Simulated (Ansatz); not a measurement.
# Core levels in a random alloy: Al3Ir (Al on 75 % of the Ir sites, one arrangement), part 3 of 3

Wanted: how composition and neighbours shift and broaden the core lines of Al3Ir (Al on 75 % of the Ir sites, one arrangement). Spin–orbit coupling is left out of the bands throughout.

Ansatz 0.2.0; DFT, LDA, plane-wave PAW, default files, scalar-relativistic.

So far. Step 3 (Valence states): The largest force component on a free atom is 0.043 eV/Å, a little over the usual target of 0.03 eV/Å. At the Fermi level the DOS is 6.22 states/eV a cell, and on the broadened curves Al 3p holds 46 % of the total there.

**4. Core levels by total-energy differences**

XPS shifts tell sites apart. Each chosen atom gets a core hole in a self-consistent pass of its own.

Input file input.yaml:

```yaml
crystal:
  lattice:
    - [-3.9988454741, 3.9988454741, 3.9988454741]
    - [3.9988454741, -3.9988454741, 3.9988454741]
    - [3.9988454741, 3.9988454741, -3.9988454741]
  atoms:
    - { symbol: Al_h, position: [0.0042164856, 0.2479184476, 0.7360437719] }
    - { symbol: Al, position: [0.0050297014, 0.4881173545, 0.4979015446] }
    - { symbol: Al, position: [-0.0220406396, 0.7548505174, 0.2520773119] }
    - { symbol: Al, position: [0.2560137874, 0.0116300607, 0.7520449625] }
    - { symbol: Al, position: [-0.0336807059, -0.0195907872, 0.0013813034] }
    - { symbol: Ir_h, position: [0.2406365732, 0.200876935, 0.4668123945] }
    - { symbol: Al, position: [0.257349194, 0.483313038, 0.2790798696] }
    - { symbol: Ir, position: [0.4925018067, 0.7915268075, 0.7345482769] }
    - { symbol: Al, position: [0.2630767442, 0.7511194602, -0.0080426889] }
    - { symbol: Al_h, position: [0.5050196371, 0.0159464876, 0.5113888659] }
    - { symbol: Al, position: [0.5096682919, 0.2516309033, 0.2772306477] }
    - { symbol: Ir_h, position: [0.8038011321, 0.5149849047, 0.7765953387] }
    - { symbol: Al, position: [0.5057845137, 0.5221376358, -0.0716533694] }
    - { symbol: Al, position: [0.742242175, 0.7485968957, 0.5132056313] }
    - { symbol: Ir_h, position: [0.7152598466, -0.0174078294, 0.2763670568] }
    - { symbol: Al_h, position: [0.7551214567, 0.2543491685, 0.0050190826] }
kpoints:
  mp_grid: { grid: [6, 6, 6] }
scf:
  occupations: { method: fermi_dirac, width: 0.08 }
  n_extra_bands: 16
hamiltonian:
  xc: lda
  pseudopotentials: { kind: paw }
output:
  forces: true
  core_levels:
    shells: { Ir_h: "4f", Al_h: "2p" }
    counted_from: fermi_level
    add_spin: false
```

The run is started by

```console
> ansatz run input.yaml --threads 4 --pin off --max-ram 14336MiB --backend cpu --events-out ev --progress --plain --runs-dir out
```

Numbers of over 12 decimals in the logs are rounded to 6 here.

What it wrote:

```text
[...]
Crystal: 16 atoms, lattice volume = 255.778 Å³
Basis set: ecut = 420 eV, 5017 PW (Γ)
Bands: 68, of which v1, the nominal top of the filled ones, is band 52 counted from 1 (51 counted from 0)
Symmetry: 1 space group operations
[...]
k-points: 112 of 216 (time reversal used)
[...]
SCF iter   1: F=—  HF=-52814.359598 eV  |F-HF|=—  |Δ(HF+E_count)|=         —  Δρ=5.06e-3  dr2=6.58e-2  ethr=1.77e-3  ⟨swp⟩=6.2  Hψ=30914  notcnv=0  defer=94
[...]
SCF iter   7: F=-52814.346290 eV  HF=-52814.346290 eV  |F-HF|=6.16e-9  |Δ(HF+E_count)|=   3.81e-8  Δρ=1.25e-6  dr2=8.34e-9  ethr=9.62e-11  ⟨swp⟩=10.9  Hψ=27931  notcnv=0
SCF 1 converged in 7 iterations: F = -52814.346290 eV  dr2 = 8.34e-9
[...]
── core hole 1/6: 2p of Al_h 0 ──
── 2p of Al_h 0: 72.892 eV over the cell without the hole, in 8 iterations ──
── core hole 2/6: 4f of Ir_h 5 ──
── 4f of Ir_h 5: 61.329 eV over the cell without the hole, in 8 iterations ──
── core hole 3/6: 2p of Al_h 9 ──
── 2p of Al_h 9: 72.920 eV over the cell without the hole, in 8 iterations ──
── core hole 4/6: 4f of Ir_h 11 ──
── 4f of Ir_h 11: 61.349 eV over the cell without the hole, in 8 iterations ──
── core hole 5/6: 4f of Ir_h 14 ──
── 4f of Ir_h 14: 61.309 eV over the cell without the hole, in 8 iterations ──
── core hole 6/6: 2p of Al_h 15 ──
── 2p of Al_h 15: 72.953 eV over the cell without the hole, in 7 iterations ──
SCF converged after 7 iterations
Free energy (F): -52814.346290 eV
[...]
Internal energy: -52814.212295 eV  (E = F + TS)
E sigma→0 (E₀):  -52814.279292 eV
Entropy (-TS):   -0.133995 eV (-8.375 meV/atom)
Fermi energy:    11.367345 eV
[...]
--- Forces (eV/Å), atoms counted from 1 ---
  atom   1  Al_h     0.01940557     0.00628565    -0.02241911
  atom   2  Al      -0.00218684     0.00094379    -0.01763248
  atom   3  Al      -0.02648200    -0.00493038    -0.00123531
  atom   4  Al       0.00452363     0.00060423     0.00021711
  atom   5  Al      -0.00284974    -0.02319362    -0.00287687
  atom   6  Ir_h     0.04251165     0.00968210    -0.00564663
  atom   7  Al       0.00242628    -0.03677684    -0.02362037
  atom   8  Ir      -0.01161433    -0.01886901    -0.00983250
  atom   9  Al       0.01295973    -0.00425143    -0.00885825
  atom  10  Al_h     0.00245170    -0.00124332    -0.00233216
  atom  11  Al      -0.00337805     0.01007018     0.01566264
  atom  12  Ir_h    -0.00309400     0.03221665     0.01353349
  atom  13  Al      -0.00625090     0.01923445     0.01408012
  atom  14  Al       0.01146378     0.02118403    -0.00392813
  atom  15  Ir_h    -0.04075827    -0.02788985     0.02325625
  atom  16  Al_h     0.00088730     0.01693612     0.03163507
  max |Σ_I F_I| component: 1.55e-5 eV/Å
--- Band table (eV; the first three rows and the last of 112) ---
  k-point 0: bands = [... 48 lower, 9.7646, 10.0887, 10.2466, 11.0749, 12.5047, 13.0283, 13.3478, 13.5565, ... 12 higher]
  k-point 1: bands = [... 48 lower, 9.8936, 10.2189, 10.3502, 11.0817, 12.4572, 12.7168, 12.9842, 13.2292, ... 12 higher]
  k-point 2: bands = [... 48 lower, 10.1992, 10.5185, 10.7581, 11.2026, 11.3871, 11.9780, 12.1676, 12.3327, ... 12 higher]
  k-point 111: bands = [... 48 lower, 11.1827, 11.5445, 11.6029, 11.9225, 12.1113, 12.2144, 12.3138, 12.5372, ... 12 higher]
--- Core levels from the Fermi level (as output.core_levels.counted_from types it; a hole's nearest image at 6.9 Å) ---
  the holes have no spin, as output.core_levels.add_spin types it
  atom         alike  shell      binding/eV   shift/eV difference/eV images/eV   SCF
  Al_h 0           1     2p          72.892     +0.000        72.892         –     8
  Ir_h 5           1     4f          61.329     +0.000        61.329         –     8
  Al_h 9           1     2p          72.920     +0.028        72.920         –     8
  Ir_h 11          1     4f          61.349     +0.020        61.349         –     8
  Ir_h 14          1     4f          61.309     -0.020        61.309         –     8
  Al_h 15          1     2p          72.953     +0.062        72.953         –     7
  the dataset of Al_h with a 2p hole: scattering error 0.001 eV (0.004 eV in the local channel); free atom: scalar-relativistic, large and small components
  the two lines of Al_h's 2p: 2p1/2 +0.276 eV and 2p3/2 -0.138 eV off its levels, 1 : 2 in strength
  the dataset of Ir_h with a 4f hole: scattering error 0.008 eV; free atom: scalar-relativistic, large and small components
  the two lines of Ir_h's 4f: 4f5/2 +1.702 eV and 4f7/2 -1.276 eV off its levels, 3 : 4 in strength
```

Elapsed: 7 min, on 4 threads of Arm Neoverse V1, shared host; peak memory 1.6 GiB; 28 min of CPU time.

Each level is the free energy with the hole less that without it. The electron goes to the Fermi level, so the difference is a binding energy from E_F. The hole's nearest image is 6.9 Å away, and the holes carry no spin, so absolute levels are rough.

```
atom  region  shell  level (eV)  shift (eV)   j lines (eV)  doubts
 Al1       -     2p       72.89       -0.06  73.17 / 72.75       -
 Ir6       -     4f       61.33       +0.02  63.03 / 60.05       -
Al10       -     2p       72.92       -0.03  73.20 / 72.78       -
Ir12       -     4f       61.35       +0.04  63.05 / 60.07       -
Ir15       -     4f       61.31       +0.00  63.01 / 60.03       -
Al16       -     2p       72.95       +0.00  73.23 / 72.82       -
```

Levels of p, d and f shells are means over their two j lines, weighted by degeneracy; the splitting comes from the atom's own solve. Shifts count from the last listed atom of each element.

The Al 2p lines of the listed atoms alone (other atoms of the cell aren't counted), as Gaussians 0.8 eV wide, no depth weighting. Intensity against Al 2p level; read off at these points:

Al 2p level (eV), intensity (%) and a bar:
```
     71.3          0 
     71.4          0 
     71.5          0 
     71.6          0 
     71.7          0 
     71.8          1 
     71.9          3 #
     72.0          6 ##
     72.1         11 ###
     72.2         18 ######
     72.3         30 #########
     72.4         44 #############
     72.5         60 ##################
     72.6         76 #######################
     72.7         89 ###########################
     72.8         97 #############################
     72.9        100 ##############################
     73.0         96 #############################
     73.1         88 ##########################
     73.2         76 #######################
     73.3         62 ###################
     73.4         48 ##############
     73.5         35 ##########
     73.6         24 #######
     73.7         15 #####
     73.8          9 ###
     73.9          5 ##
     74.0          3 #
     74.1          1 
     74.2          1 
     74.3          0 
     74.4          0 
     74.5          0 
     74.6          0
```

The Ir 4f lines of the listed atoms alone (other atoms of the cell aren't counted), as Gaussians 0.3 eV wide, no depth weighting. Intensity against Ir 4f level; read off at these points:

Ir 4f level (eV), intensity (%) and a bar:
```
    59.40          0 
    59.60          0 
    59.80         15 ####
    60.00         92 ############################
    60.04        100 ##############################
    60.20         52 ################
    60.40          3 #
    60.60          0 
    60.80          0 
    61.00          0 
    61.20          0 
    61.40          0 
    61.60          0 
    61.80          0 
    62.00          0 
    62.20          0 
    62.40          0 
    62.60          0 
    62.80         15 #####
    63.00         73 ######################
    63.04         75 #######################
    63.20         32 ##########
    63.40          1 
    63.60          0
```

**5. Z+1 stand-in on atom 6**

System of this step: Al12Ir3Pt. The cell holds 16 atoms: 12 Al, 1 Pt and 3 Ir. Its edges and angles: a = 6.926 Å, b = 6.926 Å, c = 6.926 Å, α = 109.5°, β = 109.5°, γ = 109.5°. It derives from Ir and Al.

An atom with a screened core hole acts much like the next element, so swapping it gives a second estimate of the shift between sites.

Input file input.yaml:

```yaml
crystal:
  lattice:
    - [-3.9988454741, 3.9988454741, 3.9988454741]
    - [3.9988454741, -3.9988454741, 3.9988454741]
    - [3.9988454741, 3.9988454741, -3.9988454741]
  atoms:
    - { symbol: Al, position: [0.0042164856, 0.2479184476, 0.7360437719] }
    - { symbol: Al, position: [0.0050297014, 0.4881173545, 0.4979015446] }
    - { symbol: Al, position: [-0.0220406396, 0.7548505174, 0.2520773119] }
    - { symbol: Al, position: [0.2560137874, 0.0116300607, 0.7520449625] }
    - { symbol: Al, position: [-0.0336807059, -0.0195907872, 0.0013813034] }
    - { symbol: Pt, position: [0.2406365732, 0.200876935, 0.4668123945] }
    - { symbol: Al, position: [0.257349194, 0.483313038, 0.2790798696] }
    - { symbol: Ir, position: [0.4925018067, 0.7915268075, 0.7345482769] }
    - { symbol: Al, position: [0.2630767442, 0.7511194602, -0.0080426889] }
    - { symbol: Al, position: [0.5050196371, 0.0159464876, 0.5113888659] }
    - { symbol: Al, position: [0.5096682919, 0.2516309033, 0.2772306477] }
    - { symbol: Ir, position: [0.8038011321, 0.5149849047, 0.7765953387] }
    - { symbol: Al, position: [0.5057845137, 0.5221376358, -0.0716533694] }
    - { symbol: Al, position: [0.742242175, 0.7485968957, 0.5132056313] }
    - { symbol: Ir, position: [0.7152598466, -0.0174078294, 0.2763670568] }
    - { symbol: Al, position: [0.7551214567, 0.2543491685, 0.0050190826] }
kpoints:
  mp_grid: { grid: [6, 6, 6] }
scf:
  occupations: { method: fermi_dirac, width: 0.08 }
  n_extra_bands: 16
hamiltonian:
  xc: lda
  pseudopotentials: { kind: paw }
output:
  forces: true
  stress: true
```

What it wrote:

```text
[...]
Crystal: 16 atoms, lattice volume = 255.778 Å³
Basis set: ecut = 420 eV, 5017 PW (Γ)
Bands: 69, of which v1, the nominal top of the filled ones, is band 53 counted from 1 (52 counted from 0)
Symmetry: 1 space group operations
[...]
k-points: 112 of 216 (time reversal used)
[...]
SCF iter   1: F=—  HF=-53396.238868 eV  |F-HF|=—  |Δ(HF+E_count)|=         —  Δρ=4.96e-3  dr2=6.56e-2  ethr=1.77e-3  ⟨swp⟩=6.2  Hψ=31306  notcnv=0  defer=98
[...]
SCF iter   7: F=-53396.225363 eV  HF=-53396.225363 eV  |F-HF|=6.50e-9  |Δ(HF+E_count)|=   3.78e-8  Δρ=1.40e-6  dr2=9.45e-9  ethr=9.52e-11  ⟨swp⟩=4.0  Hψ=21918  notcnv=0
SCF 1 converged in 7 iterations: F = -53396.225363 eV  dr2 = 9.45e-9
[...]
SCF converged after 7 iterations
Free energy (F): -53396.225363 eV
[...]
Internal energy: -53396.094327 eV  (E = F + TS)
E sigma→0 (E₀):  -53396.159845 eV
Entropy (-TS):   -0.131036 eV (-8.190 meV/atom)
Fermi energy:    11.434512 eV
[...]
--- Forces (eV/Å), atoms counted from 1 ---
  atom   1  Al     0.17449853     0.02721988    -0.14427355
  atom   2  Al     0.11162732    -0.08741960     0.03034377
  atom   3  Al    -0.19471793     0.04906581    -0.20238840
  atom   4  Al     0.09488448     0.19473940    -0.20687167
  atom   5  Al    -0.14943464    -0.26169553     0.02458388
  atom   6  Pt     0.05135394    -0.10047671    -0.03129664
  atom   7  Al     0.08921083    -0.18707245     0.14845427
  atom   8  Ir     0.09768732     0.03728489    -0.01625181
  atom   9  Al     0.02168991     0.03427785    -0.04334895
  atom  10  Al    -0.17420354     0.22174477    -0.00823941
  atom  11  Al    -0.14927129    -0.03453587     0.25508436
  atom  12  Ir    -0.00225227     0.10019389     0.12319360
  atom  13  Al     0.16400266     0.10608741     0.00598778
  atom  14  Al    -0.01521446     0.01376552     0.01861670
  atom  15  Ir    -0.10574431    -0.12570386     0.02030569
  atom  16  Al    -0.01410035     0.01252459     0.02609373
  max |Σ_I F_I| component: 1.62e-5 eV/Å
--- Stress (GPa, compression-positive) ---
      -11.853422      -0.155591      -0.317295
       -0.155591      -8.598536      -0.588142
       -0.317295      -0.588142      -9.911262
  P = ⅓ Tr σ = -10.1211 GPa (-101.211 kbar)
```

It took 41 s on 4 threads; peak memory 1.6 GiB.

This step gave:

- free energy: -53396.2254 eV
- energy at zero smearing: -53396.1598 eV
- smearing term TS: 0.1310 eV
- Fermi energy: 11.43 eV
- pressure: -10.12 GPa

Forces of up to 0.30 eV/Å remain, so this geometry is not at rest at this level. At -10.1 GPa the cell is away from the equilibrium volume of this level: left free, it would shrink.

**6. Z+1 stand-in on atom 15**

System of this step: Al12Ir3Pt. The cell holds 16 atoms: 12 Al, 3 Ir and 1 Pt. Its edges and angles: a = 6.926 Å, b = 6.926 Å, c = 6.926 Å, α = 109.5°, β = 109.5°, γ = 109.5°. It derives from Ir and Al.

The same swap on atom 15.

input.yaml, as its differences from that of step 5:

```diff
@@ -11,3 +11,3 @@
     - { symbol: Al, position: [-0.0336807059, -0.0195907872, 0.0013813034] }
-    - { symbol: Pt, position: [0.2406365732, 0.200876935, 0.4668123945] }
+    - { symbol: Ir, position: [0.2406365732, 0.200876935, 0.4668123945] }
     - { symbol: Al, position: [0.257349194, 0.483313038, 0.2790798696] }
@@ -20,3 +20,3 @@
     - { symbol: Al, position: [0.742242175, 0.7485968957, 0.5132056313] }
-    - { symbol: Ir, position: [0.7152598466, -0.0174078294, 0.2763670568] }
+    - { symbol: Pt, position: [0.7152598466, -0.0174078294, 0.2763670568] }
     - { symbol: Al, position: [0.7551214567, 0.2543491685, 0.0050190826] }
```

What it wrote:

```text
[...]
Crystal: 16 atoms, lattice volume = 255.778 Å³
Basis set: ecut = 420 eV, 5017 PW (Γ)
Bands: 69, of which v1, the nominal top of the filled ones, is band 53 counted from 1 (52 counted from 0)
Symmetry: 1 space group operations
[...]
k-points: 112 of 216 (time reversal used)
[...]
atom  13  Al    -0.20947495    -0.03648264    -0.13466060
  atom  14  Al    -0.05002586     0.28857731    -0.18238725
  atom  15  Pt    -0.21222627    -0.05567110     0.14257374
  atom  16  Al    -0.00921045    -0.09312766     0.13121967
  max |Σ_I F_I| component: 2.07e-5 eV/Å
--- Stress (GPa, compression-positive) ---
      -11.850301      -0.671224       0.370038
       -0.671224      -8.918364       0.064176
        0.370038       0.064177      -9.750884
  P = ⅓ Tr σ = -10.1732 GPa (-101.732 kbar)
[key lines of the parts left out:]
SCF converged after 7 iterations
Free energy (F): -53396.241011 eV
Fermi energy:    11.436736 eV
```

Wall time 41 s (4 threads); peak memory 1.6 GiB; 2.7 min of CPU time.

This step gave:

- free energy: -53396.2410 eV
- energy at zero smearing: -53396.1758 eV
- smearing term TS: 0.1305 eV
- Fermi energy: 11.44 eV
- pressure: -10.17 GPa

The run ends at a pressure of -10.17 GPa, with forces up to 0.35 eV/Å.

**7. Outcome**

```json
{
 "shift of Ir6 against Ir15": "+0.02 eV by Z+1, +0.02 eV by core holes",
 "spread of the Al level over the listed sites": "0.06 eV",
 "spread of the Ir level over the listed sites": "0.04 eV",
 "strongest listed peak within 13 eV of the zero, at 1486.7 eV": "2.8 eV binding, mostly Ir 5d",
 "strongest listed peak within 13 eV of the zero, at 21.2 eV": "2.8 eV binding, mostly Ir 5d",
 "Ir 5d centre of the filled part": "-3.16 eV (8.2 states an atom)"
}
```

**Reading.** Over the listed sites the core levels spread as follows: Al 0.06 eV and Ir 0.04 eV. At 21.2 eV the valence spectrum has its highest listed peaks within 10.8 eV at 2.8 eV (Ir 5d) and 3.5 eV (Ir 5d). At 1486.7 eV the valence spectrum has its highest listed peaks within 12.2 eV at 2.8 eV (Ir 5d) and 3.5 eV (Ir 5d). The shell named is the one with most of the intensity, cross sections included, not always the one with most states there. Spin–orbit coupling is left out, which matters for the heavy atoms here. Shifts mix charge transfer, volume and screening, so their sign doesn't give the direction of charge flow by itself.

[Logs are printed without paths, hosts, clocks, repeated set-up lines and the standing remarks that a program may print on its own settings, such as how far it seeks lower states.]

[Hosts, paths, dates, database ids (printed as entryN), source tags and the programs' standing remarks are cut or masked in the printed files.]

[Maps of the electrostatic potential energy from Ansatz leave out the sawtooth potential of an applied field or a dipole correction, so their vacuum need not be flat; work functions include it.]
